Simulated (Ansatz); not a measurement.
# How many bands does the GW gap of SnO2 (Pnnm) need?, part 2 of 2

Aim: see how the G0W0 gap of SnO2 (Pnnm) on LDA moves with empty bands and screening cutoff, and what each rung costs.

Ansatz 0.2.0; G0W0 on LDA, plane waves, PAW; PAW set soft_1. Known limits of the many-body steps: not at the basis limit; no spin-orbit coupling; coarse k mesh.

So far. Step 4 (598 empty bands, screening to 230 eV): Against the run with 4×4×6 mesh, 277 empty bands, screening to 138 eV, PAW set soft_1 files, the gap moves by +0.02 eV.

### 5. Changing the k mesh: 4×4×4 mesh, 277 empty bands, screening to 138 eV, PAW set soft_1 files

Only the mesh changes. It samples the long-range screening, which converges on its own terms. Bands and cutoff differ from the step before, so it is read against an earlier run that matches them.

The input, input.yaml:

```yaml
crystal:
  lattice:
    - [4.788004, 0.0, 0.0]
    - [0.0, 4.866582, 0.0]
    - [0.0, 0.0, 3.240898]
  atoms:
    - { symbol: Sn, position: [0.5, 0.5, 0.5] }
    - { symbol: Sn, position: [0.0, 0.0, 0.0] }
    - { symbol: O, position: [0.291855, 0.321042, 0.0] }
    - { symbol: O, position: [0.791855, 0.178958, 0.5] }
    - { symbol: O, position: [0.208145, 0.821042, 0.5] }
    - { symbol: O, position: [0.708145, 0.678958, 0.0] }
kpoints:
  mp_grid: { grid: [4, 4, 4] }
hamiltonian:
  xc: lda
  pseudopotentials: { kind: paw, azcp: { folder: soft_1 }, xc_functional: pbe }
scf:
  occupations: { method: fixed }
gw:
  n_empty_bands: 277
  ecut_chi: 138
  qp_bands: [v2, c2]
  qp_kpoints: band_edges
  screening: { model: contour_deformation }
```

Run with:

```console
$ ansatz run input.yaml --threads 2 --pin off --max-ram 92160MiB --backend cuda --events-out ev --progress --plain --runs-dir out --devices 1 --max-vram 13GiB
```

Numbers of over 12 decimals in the logs are rounded to 6 here.

Output:

```text
GPUs: using 1 of 1 available (devices: 1).
[...]
GPU FFT provider: cuFFT
GPU libraries: cuBLAS 13.8.2, cuFFT 12.4.0, cuSOLVER 12.3.4
Crystal: 6 atoms, lattice volume = 75.517 Å³
Basis set: ecut = 420 eV, 1479 PW (Γ)
Bands: 32, of which v1, the nominal top of the filled ones, is band 26 counted from 1 (25 counted from 0)
Symmetry: 8 space group operations
[...]
k-points: 27 of 64
[...]
13    28     13.7632   -14.5191    -4.8057   -20.6428  0.7625    15.1638    15.0811  root ?
[...]
26    25      7.6338   -26.4217     5.4816   -20.3357  0.7103     7.0074     7.0294  root
    26    26      7.6338   -26.4217     5.4816   -20.3357  0.7103     7.0074     7.0294  root
    26    27     12.5276   -13.6050    -4.3644   -19.1494  0.7827    13.7806    13.7076  root
    26    28     12.5276   -13.6050    -4.3644   -19.1494  0.7827    13.7806    13.7076  root
[key lines of the parts left out:]
SCF converged after 7 iterations
Free energy (F): -13980.346462 eV
Fermi energy:    8.287181 eV
```

Wall time 53 s (1 × NVIDIA H100 80GB HBM3 (shared by 6 runs) with 2 threads of AMD EPYC 7R13 (Zen 3), shared host); peak memory 1.6 GiB.

This step gave:

| Item | Value |
| --- | --- |
| bands summed | 303 |
| RPA ε∞ on this mesh (eigenvalues) | 5.433, 5.880, 5.913 |
| plane waves in the screening matrix | 275 |
| G0W0 gap on the mesh | 1.909 eV |
| k of the valence top | 0, 0, 0 |
| k of the conduction bottom | 0, 0, 0 |
| starting gap on the mesh | 0.6843 eV |
| least direct G0W0 gap on the computed points | 1.909 eV |

Against the run with 4×4×6 mesh, 277 empty bands, screening to 138 eV, PAW set soft_1 files, the gap moves by −0.02 eV.

### 6. Changing the frequency model: 4×4×6 mesh, 277 empty bands, screening to 138 eV, plasmon pole, PAW set soft_1 files

A plasmon pole stands in for the full frequency dependence of the screening; this run shows what that costs in accuracy.

input.yaml: that of step 5 with these lines changed.

```diff
@@ -13,3 +13,3 @@
 kpoints:
-  mp_grid: { grid: [4, 4, 4] }
+  mp_grid: { grid: [4, 4, 6] }
 hamiltonian:
@@ -24,2 +24,2 @@
   qp_kpoints: band_edges
-  screening: { model: contour_deformation }
+  screening: { model: godby_needs }
```

Output:

```text
GPUs: using 1 of 1 available (devices: 1).
[...]
GPU FFT provider: cuFFT
GPU libraries: cuBLAS 13.8.2, cuFFT 12.4.0, cuSOLVER 12.3.4
Crystal: 6 atoms, lattice volume = 75.517 Å³
Basis set: ecut = 420 eV, 1479 PW (Γ)
Bands: 32, of which v1, the nominal top of the filled ones, is band 26 counted from 1 (25 counted from 0)
Symmetry: 8 space group operations
[...]
k-points: 36 of 96
[...]
1    28     14.2511   -13.5293    -4.7538   -19.8787  0.8122    15.8595    15.8467  root
[...]
35    25      7.6328   -26.4266     5.4615   -20.3367  0.7721     7.0011     7.0043  root
    35    26      7.6328   -26.4266     5.4615   -20.3367  0.7721     7.0011     7.0043  root
    35    27     12.5262   -13.6041    -4.1626   -19.1493  0.8242    13.9159    13.9089  root
    35    28     12.5262   -13.6041    -4.1626   -19.1493  0.8242    13.9159    13.9089  root
[key lines of the parts left out:]
SCF converged after 7 iterations
Free energy (F): -13980.355595 eV
Fermi energy:    8.285784 eV
```

Wall time 59 s (1 × NVIDIA H100 80GB HBM3 (shared by 6 runs) with 2 threads); peak memory 2 GiB.

Numbers from this step:

| Quantity | Value |
| --- | --- |
| bands summed | 303 |
| plasmon-pole fit frequency | 30.81 eV |
| RPA ε∞ on this mesh (eigenvalues) | 5.182, 5.449, 5.475 |
| plane waves in the screening matrix | 275 |
| G0W0 gap on the mesh | 2.000 eV |
| k of the valence top | 0, 0, 0 |
| k of the conduction bottom | 0, 0, 0 |
| starting gap on the mesh | 0.6854 eV |
| least direct G0W0 gap on the computed points | 2.000 eV |

Against the run with 4×4×6 mesh, 277 empty bands, screening to 138 eV, PAW set soft_1 files, the gap moves by +0.07 eV.

### 7. Changing the files: 4×4×6 mesh, 277 empty bands, screening to 138 eV, hard PAW files

Other atomic data (hard PAW) test the pseudisation: the cutoff goes from 420 to 930 eV and the valence electrons from 52 to 68, which opens shells that were frozen.

This step: G0W0 on LDA, plane waves, PAW.

input.yaml: that of step 6 with these lines changed.

```diff
@@ -16,3 +16,3 @@
   xc: lda
-  pseudopotentials: { kind: paw, azcp: { folder: soft_1 }, xc_functional: pbe }
+  pseudopotentials: { kind: paw, source: ansatz }
 scf:
@@ -24,2 +24,2 @@
   qp_kpoints: band_edges
-  screening: { model: godby_needs }
+  screening: { model: contour_deformation }
```

Output:

```text
GPUs: using 1 of 1 available (devices: 1).
[...]
GPU FFT provider: cuFFT
GPU libraries: cuBLAS 13.8.2, cuFFT 12.4.0, cuSOLVER 12.3.4
Crystal: 6 atoms, lattice volume = 75.517 Å³
Basis set: ecut = 930 eV, 4843 PW (Γ)
Bands: 41, of which v1, the nominal top of the filled ones, is band 34 counted from 1 (33 counted from 0)
Symmetry: 8 space group operations
[...]
k-points: 36 of 96
[...]
12    33      9.1945   -26.2241     4.9631   -20.7212  0.7200     8.6380     8.6547  root ?
[...]
35    33      9.1219   -26.4257     5.4471   -20.3339  0.7141     8.4494     8.4772  root
    35    34      9.1219   -26.4257     5.4471   -20.3339  0.7141     8.4494     8.4772  root
    35    35     14.0111   -13.6039    -4.3375   -19.1532  0.7855    15.2862    15.2230  root
    35    36     14.0111   -13.6039    -4.3375   -19.1532  0.7855    15.2862    15.2230  root
[key lines of the parts left out:]
SCF converged after 8 iterations
Free energy (F): -21382.154634 eV
Fermi energy:    9.776140 eV
```

Elapsed: 88 s, on 1 × NVIDIA H100 80GB HBM3 (shared by 6 runs) with 2 threads; peak memory 2.6 GiB; 2.2 min of CPU time.

Numbers from this step:

```
bands summed                                 : 311
RPA ε∞ on this mesh (eigenvalues)            : 5.174, 5.442, 5.468
plane waves in the screening matrix          : 275
G0W0 gap on the mesh                         : 1.967 eV
k of the valence top                         : 0, 0, 0
k of the conduction bottom                   : 0, 0, 0
starting gap on the mesh                     : 0.6858 eV
least direct G0W0 gap on the computed points : 1.967 eV
```

Against the run with 4×4×6 mesh, 277 empty bands, screening to 138 eV, PAW set soft_1 files, the gap moves by +0.04 eV.

### 8. Convergence and cost

Times are wall times on 1 × NVIDIA H100 80GB HBM3 (shared by 6 runs) with 2 threads of AMD EPYC 7R13 (Zen 3), shared host, good to a factor of about two.

```
 mesh           files            frequency  bands summed  cutoff (eV)  start (eV)  G0W0 (eV)  time  host memory (GiB)
4×4×6  PAW set soft_1  contour deformation           124           69       0.685      1.873  28 s                1.2
4×4×6  PAW set soft_1  contour deformation           303          138       0.685      1.930  88 s                1.8
4×4×6  PAW set soft_1  contour deformation           624          230       0.685      1.950  72 s                4.0
4×4×4  PAW set soft_1  contour deformation           303          138       0.684      1.909  53 s                1.6
4×4×6  PAW set soft_1         plasmon pole           303          138       0.685      2.000  59 s                2.0
4×4×6        hard PAW  contour deformation           311          138       0.686      1.967  88 s                2.6
```

How the two edges are built up, in eV (the quasiparticle level is the starting level plus Σx plus Σc less Vxc):

```
      run               edge  start      Σx     Σc     Vxc     Z    QP
124 bands        valence top   8.29  -26.11   4.99  -20.92  0.73  8.08
124 bands  conduction bottom   8.97  -15.73  -2.41  -19.13  0.80  9.95
303 bands        valence top   8.29  -26.11   4.70  -20.92  0.73  7.80
303 bands  conduction bottom   8.97  -15.73  -2.64  -19.13  0.79  9.73
624 bands        valence top   8.29  -26.11   4.49  -20.92  0.73  7.58
624 bands  conduction bottom   8.97  -15.73  -2.83  -19.13  0.79  9.53
```

### 9. What came out

| Property | Result |
| --- | --- |
| 124 bands, 69 eV | 1.873 eV |
| 303 bands, 138 eV | 1.930 eV |
| 624 bands, 230 eV | 1.950 eV |
| estimated limit in bands and cutoff | 1.97 eV |
| mesh and start | 4×4×6, LDA |

What this shows: A line in one over the bands through the two highest rungs gives 1.97 eV, +0.02 eV from the top rung; the pair below gives 1.97 eV, in fair agreement. The rungs stand 0.10 eV (124 bands), 0.04 eV (303 bands) and 0.02 eV (624 bands) from it. From 124 to 624 bands the gap moves by +0.08 eV while the time grows 2.6-fold. Σc changes by −0.50 eV at the valence top and −0.42 eV at the conduction bottom, so the levels themselves move more than the gap between them. On the 4×4×4 mesh in place of 4×4×6 the gap differs by −0.02 eV, of which −0.001 eV is already in the start. The plasmon-pole model gives +0.07 eV against contour deformation, 6 % of the correction. Hard PAW files move the gap by +0.04 eV at equal bands and cutoff, +0.0004 eV of it in the start. The cheapest rung within 0.1 eV of this estimate is that with 124 bands (28 s). The 4×4×6 mesh is coarse for this cell (its supercell is 19 Å along the shortest edge). The RPA ε∞ on it, from the LDA start, is 5.14, 5.41 and 5.43; such meshes misread the long-range screening, most where the gap is narrow. The many-body steps are scalar-relativistic: spin-orbit coupling is not in them.

[Paths, hosts, dates, memory and timing lines, banners, echoed tables and standing remarks are left out of the program output.]

[Logs are printed without paths, hosts, clocks, repeated set-up lines and the standing remarks that a program may print on its own settings, such as how far it seeks lower states.]

[Runs of the session that timed out or met a known fault of the program may be left out.]

[Cells called generated may have been cut or substituted from an entry of the Crystallography Open Database or the Materials Project.]

[Hosts, paths, dates, database ids (printed as entryN), source tags and the programs' standing remarks are cut or masked in the printed files.]
